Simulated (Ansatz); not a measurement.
# BeGeBi2, from a guessed structure to a relaxed one, part 2 of 2

Starting from a made-up structure for BeGeBi2, the aim is the relaxed cell, its shortest contacts and, where a second run follows, its electronic structure.

Ansatz 0.2.0; DFT, PBE, plane-wave PAW, files of the set soft_1, scalar-relativistic, no spin, cell and ions relaxed at zero pressure; PAW set soft_1 (the session's first sound run).

So far: Starting point; Relaxing cell and atoms. The relaxed cell has a = 6.110, c = 12.372 Å (conventional setting).

## 3. Electronic structure of the relaxed cell

A second self-consistent run takes a narrower smearing and the mesh shown in its input; the bands follow along the standard path of the relaxed lattice.

This step: DFT, PBE, plane-wave PAW, files of the set soft_1, scalar-relativistic, no spin, bands and density of states at the relaxed cell; PAW set soft_1 (Ansatz 0.2.0).

File input.yaml:

```yaml
crystal:
  lattice:
    - [-3.0552438513, 3.0552438513, 6.1858080612]
    - [3.0552438513, -3.0552438513, 6.1858080612]
    - [3.0552438513, 3.0552438513, -6.1858080612]
  atoms:
    - { symbol: Bi, position: [0.875, 0.410546134, 0.035546134] }
    - { symbol: Bi, position: [0.375, 0.839453866, 0.964453866] }
    - { symbol: Bi, position: [0.589453866, 0.625, 0.464453866] }
    - { symbol: Bi, position: [0.160546134, 0.125, 0.535546134] }
    - { symbol: Ge, position: [0.75, 0.25, 0.5] }
    - { symbol: Ge, position: [0.0, 0.0, 0.0] }
    - { symbol: Be, position: [0.25, 0.75, 0.5] }
    - { symbol: Be, position: [0.5, 0.5, 0.0] }
kpoints:
  mp_grid: { grid: [8, 8, 8] }
  band_path:
    path:
      - [[0.0, 0.0, 0.0], [0.0, 0.0, 0.5], [-0.12197445, 0.12197445, 0.5], [-0.31098723, 0.31098723, 0.31098723], [0.0, 0.0, 0.0], [0.5, 0.5, -0.5], [0.31098723, 0.68901277, -0.31098723], [0.0, 0.5, 0.0], [0.25, 0.25, 0.25], [0.5, 0.5, -0.12197445], [0.5, 0.5, -0.5]]
      - [[0.0, 0.0, 0.5], [0.25, 0.25, 0.25]]
    npoints: 7
scf:
  occupations: { method: fermi_dirac, width: 0.03 }
  n_extra_bands: 12
hamiltonian:
  xc: pbe
  pseudopotentials: { kind: paw, azcp: { folder: soft_1 } }
output:
  forces: true
  stress: true
  write_bands: true
  dos: { projected: true }
  write_density: true
  write_potential: true
  elf: true
  volumetric_format: npy
```

Started as:

```bash
> ansatz run input.yaml --threads 4 --pin off --max-ram 10240MiB --backend cpu --events-out ev --progress --plain --runs-dir out
```

Numbers of over 12 decimals in the logs are rounded to 6 here.

Log:

```text
[...]
Crystal: 8 atoms, lattice volume = 230.966 Å³
Basis set: ecut = 420 eV, 4501 PW (Γ), exchange–correlation on 108×108×108 points (8 copies of the dense FFT grid, shifted against one another)
Bands: 58, of which v1, the nominal top of the filled ones, is band 46 counted from 1 (45 counted from 0)
Symmetry: 8 space group operations
[...]
k-points: 59 of 512 (time reversal used)
[...]
SCF iter   1: F=—  HF=-58371.184256 eV  |F-HF|=—  |Δ(HF+E_count)|=         —  Δρ=2.64e-2  dr2=2.92e0  ethr=3.10e-3  ⟨swp⟩=7.2  Hψ=14025  notcnv=0  defer=20
[...]
SCF iter   9: F=-58370.456229 eV  HF=-58370.456229 eV  |F-HF|=2.60e-8  |Δ(HF+E_count)|=   6.97e-7  Δρ=1.68e-6  dr2=1.10e-8  ethr=1.09e-10  ⟨swp⟩=16.2  Hψ=24630  notcnv=0
SCF 1 converged in 9 iterations: F = -58370.456229 eV  dr2 = 1.10e-8
[...]
NSCF: frozen V_eff on 79 k-points
SCF converged after 9 iterations
Free energy (F): -58370.456229 eV
[...]
Internal energy: -58370.454768 eV  (E = F + TS)
E sigma→0 (E₀):  -58370.455499 eV
Entropy (-TS):   -0.001461 eV (-0.183 meV/atom)
Fermi energy:    7.764106 eV
[...]
--- Forces (eV/Å), atoms counted from 1 ---
  atom   1  Bi    -0.00527968     0.00000000     0.00000000
  atom   2  Bi     0.00527968     0.00000000     0.00000000
  atom   3  Bi     0.00000000     0.00527968     0.00000000
  atom   4  Bi    -0.00000000    -0.00527968     0.00000000
  atom   5  Ge    -0.00000000     0.00000000     0.00000000
  atom   6  Ge     0.00000000     0.00000000     0.00000000
  atom   7  Be    -0.00000000     0.00000000    -0.00000000
  atom   8  Be    -0.00000000    -0.00000000    -0.00000000
  max |Σ_I F_I| component: 4.08e-17 eV/Å
--- Stress (GPa, compression-positive) ---
       -0.011739      -0.000000      -0.000000
        0.000000      -0.011739       0.000000
       -0.000000       0.000000      -0.015737
  P = ⅓ Tr σ = -0.0131 GPa (-0.131 kbar)
--- Band table (eV; the first three rows and the last of 59) ---
  k-point 0: bands = [... 42 lower, 5.2342, 7.4452, 7.8421, 7.8911, 7.8911, 8.2225, 8.6335, 9.9857, ... 8 higher]
  k-point 1: bands = [... 42 lower, 5.3657, 6.2679, 7.3777, 7.8141, 8.4228, 8.5761, 9.3036, 10.0266, ... 8 higher]
  k-point 2: bands = [... 42 lower, 5.8159, 5.8826, 6.4207, 7.5740, 8.5043, 8.7728, 9.9194, 10.1128, ... 8 higher]
  k-point 58: bands = [... 42 lower, 5.9837, 5.9837, 6.3168, 6.3168, 7.9065, 7.9065, 8.6971, 8.6971, ... 8 higher]
```

Run time: 45 s. Hardware: 4 threads of Arm Neoverse V1, shared host; peak memory 1.2 GiB; 3 min of CPU time.

The column dr2 measures how far the density is from self-consistency, as an energy; F and HF (Harris–Foulkes) agree once it is small.

Numbers from this step:

```
free energy             : -58370.4562 eV
energy at zero smearing : -58370.4555 eV
smearing term TS        : 0.001461 eV
Fermi energy            : 7.764 eV
pressure                : -0.01307 GPa
```

From bands.tsv, the bands that come nearest the Fermi level along the path, at its corners, in eV from the Fermi level:

| point | band 43 | band 44 | band 45 | band 46 | band 47 | band 48 | band 49 | band 50 |
| --- | --- | --- | --- | --- | --- | --- | --- | --- |
| Γ | -2.53 | -0.32 | 0.08 | 0.13 | 0.13 | 0.46 | 0.87 | 2.22 |
| X | -1.09 | -1.09 | -0.99 | -0.99 | -0.16 | -0.16 | 2.03 | 2.03 |
| Y | -1.27 | -1.27 | -1.12 | -1.12 | 0.27 | 0.27 | 2.43 | 2.43 |
| S | -2.11 | -1.93 | -1.23 | -1.03 | 0.60 | 1.55 | 1.55 | 2.33 |
| Γ | -2.53 | -0.32 | 0.08 | 0.13 | 0.13 | 0.46 | 0.87 | 2.22 |
| Z | -1.78 | -1.78 | -1.45 | -1.45 | 0.14 | 0.14 | 0.93 | 0.93 |
| S1 | -2.11 | -1.93 | -1.23 | -1.03 | 0.60 | 1.55 | 1.55 | 2.33 |
| N | -2.14 | -2.04 | -1.40 | -1.18 | 1.61 | 1.70 | 1.83 | 2.30 |
| P | -1.15 | -1.15 | -1.08 | -1.08 | 0.42 | 0.42 | 1.92 | 1.92 |
| Y1 | -1.27 | -1.27 | -1.12 | -1.12 | 0.27 | 0.27 | 2.43 | 2.43 |
| Z | -1.78 | -1.78 | -1.45 | -1.45 | 0.14 | 0.14 | 0.93 | 0.93 |
| X | -1.09 | -1.09 | -0.99 | -0.99 | -0.16 | -0.16 | 2.03 | 2.03 |
| P | -1.15 | -1.15 | -1.08 | -1.08 | 0.42 | 0.42 | 1.92 | 1.92 |

States per cell as run, both spins, in windows of 1 eV, from dos.tsv (zero at the Fermi level):

```
from  to  total
  -8  -7   3.31
  -7  -6   0.00
  -6  -5   0.00
  -5  -4   2.38
  -4  -3   4.37
  -3  -2   6.06
  -2  -1   5.40
  -1   0   1.78
   0   1   2.82
   1   2   3.71
   2   3   4.18
   3   4   5.71
```

A further 68.7 states lie below the table's range.

ELF in the ac plane of the conventional cell at fractional y = 0.000, with atoms of Ge and Be within 0.2 Å of it. It is the smooth field of the valence electrons, not physical close to the nuclei.

Ten even steps from '0' (0.01) to '9' (0.62), each cell a mean:
```
44775200000136763
77874210001136887
66654333333334566
22234577777643222
00124786567863100
00025774535763100
00125874446873100
11235787678864321
34555666666655543
77876532223457887
57986310001257986
02674200000136740
03885310001246861
69987532113467997
67777664345667776
23567788778876642
01346897569975420
00125772005863100
00125773015863100
01246898679975310
33456776567765443
77765543223456777
57885321001246876
64775200000137753
```
Columns run along a (6.1 Å), rows up along c (12.4 Å), edges of the conventional cell, whose origin can differ from the input's. Atoms in or near the plane, at fractional coordinates: Ge at (0.50, 0.75), Ge at (0.00, 0.00), Be at (0.50, 0.25), Be at (0.00, 0.50).

Electrostatic potential energy in the ac plane of the conventional cell at fractional y = 0.000, with atoms of Ge and Be within 0.2 Å of it. With pseudopotentials it is smooth inside the atoms' cores, unlike the true potential.

Values in eV, 13 rows by 16 columns, each cell a mean:
```
-11 -10   0   8  10  11  11  11  11  11  11  10   9   4  -7 -11
  8   9  10  10  10  10  10   9   9   9  10  10  10  10   9   9
 11  11  11  10   9   5  -5 -10 -10  -8   1   8  10  11  11  11
 11  11  10  10   8   2 -11 -13 -12 -13  -4   7  10  10  11  11
 10  10   9   9   9   9   7   5   4   6   8   9   9   9   9  10
 -1   3   7   9  10  10  11  11  11  11  11  10   9   8   6   1
-16 -12   3   9  10  10  11  11  11  11  11  10   9   6  -5 -16
  4   6   7   7   7   8   9  10  10  10   8   7   7   7   7   5
 10  10   8   7   6   7   7   6   5   7   7   7   6   8   9  10
 11  11  11  10   9   6  -5 -15 -16 -11   3   9  10  10  11  11
 11  11  11  10   9   8   5  -1  -2   2   7   9  10  10  11  11
  6   7   9   9   9   9   9  10  10  10   9   9   9   9   8   6
-12 -12  -3   7  10  10  10  11  11  11  10  10   8   3 -10 -13
```
Columns run along a (6.1 Å; values clipped at the 3rd and 97th percentile), rows up along c (12.4 Å), edges of the conventional cell, whose origin can differ from the input's. Atoms in or near the plane, at fractional coordinates: Ge at (0.50, 0.75), Ge at (0.00, 0.00), Be at (0.50, 0.25), Be at (0.00, 0.50).

Valence density in the ac plane of the conventional cell at fractional y = 0.000, with atoms of Ge and Be within 0.2 Å of it. It is the smooth field of the valence electrons, not physical close to the nuclei.

Values in e/Å³, 13 rows by 16 columns, each cell a mean:
```
 9  2  0  0  0  0  0  0  0  0  0  0  0  0  1  6
 0  0  0  0  0  0  0  0  0  0  0  0  0  0  0  0
 0  0  0  0  0  0  1  4  6  2  0  0  0  0  0  0
 0  0  0  0  0  0  1 11 18  4  0  0  0  0  0  0
 0  0  0  0  0  0  0  0  0  0  0  0  0  0  0  0
 0  0  0  0  0  0  0  0  0  0  0  0  0  0  0  0
 0  0  0  0  0  0  0  0  0  0  0  0  0  0  0  0
 0  0  0  0  0  0  0  0  0  0  0  0  0  0  0  0
 0  0  0  0  0  0  0  0  0  0  0  0  0  0  0  0
 0  0  0  0  0  0  0  0  0  0  0  0  0  0  0  0
 0  0  0  0  0  0  0  0  0  0  0  0  0  0  0  0
 0  0  0  0  0  0  0  0  0  0  0  0  0  0  0  0
16  3  0  0  0  0  0  0  0  0  0  0  0  0  1 10
```
Columns run along a (6.1 Å), rows up along c (12.4 Å), edges of the conventional cell, whose origin can differ from the input's. Atoms in or near the plane, at fractional coordinates: Ge at (0.50, 0.75), Ge at (0.00, 0.00), Be at (0.50, 0.25), Be at (0.00, 0.50).

## 4. Summary of results

```
space group, relaxed : I-42d
conventional cell    : a = 6.110, b = 6.110, c = 12.372 Å; α = 90.0°, β = 90.0°, γ = 90.0°
volume per atom      : 28.87 Å³ (guess 26.45)
```

**Reading.** BeGeBi2 relaxes to I-42d with a = 6.110, b = 6.110 and c = 12.372 Å. The guessed volume was 8 % too small. The space group I-42d was held in the relaxation, so the end point is a stationary structure within it and may be a saddle against distortions or other arrangements. Bands cross the Fermi level, so it is a metal or semimetal at this level. On the 8×8×8 mesh with the narrower smearing (relaxed on 6×6×6) the largest force component is 0.005 eV/Å and the largest stress component is 0.016 GPa, within the relaxation's thresholds of 0.015 eV/Å and 0.05 GPa. The cutoff wasn't tested. Spin-orbit coupling is left out, which can matter for elements this heavy. No dispersion term is used, so weakly bound directions may come out too long. Nothing here tests whether the compound is stable against decomposition.

[Logs are printed without paths, hosts, clocks, repeated set-up lines and the standing remarks that a program may print on its own settings, such as how far it seeks lower states.]

[Hosts, paths, dates, database ids (printed as entryN), source tags and the programs' standing remarks are cut or masked in the printed files.]
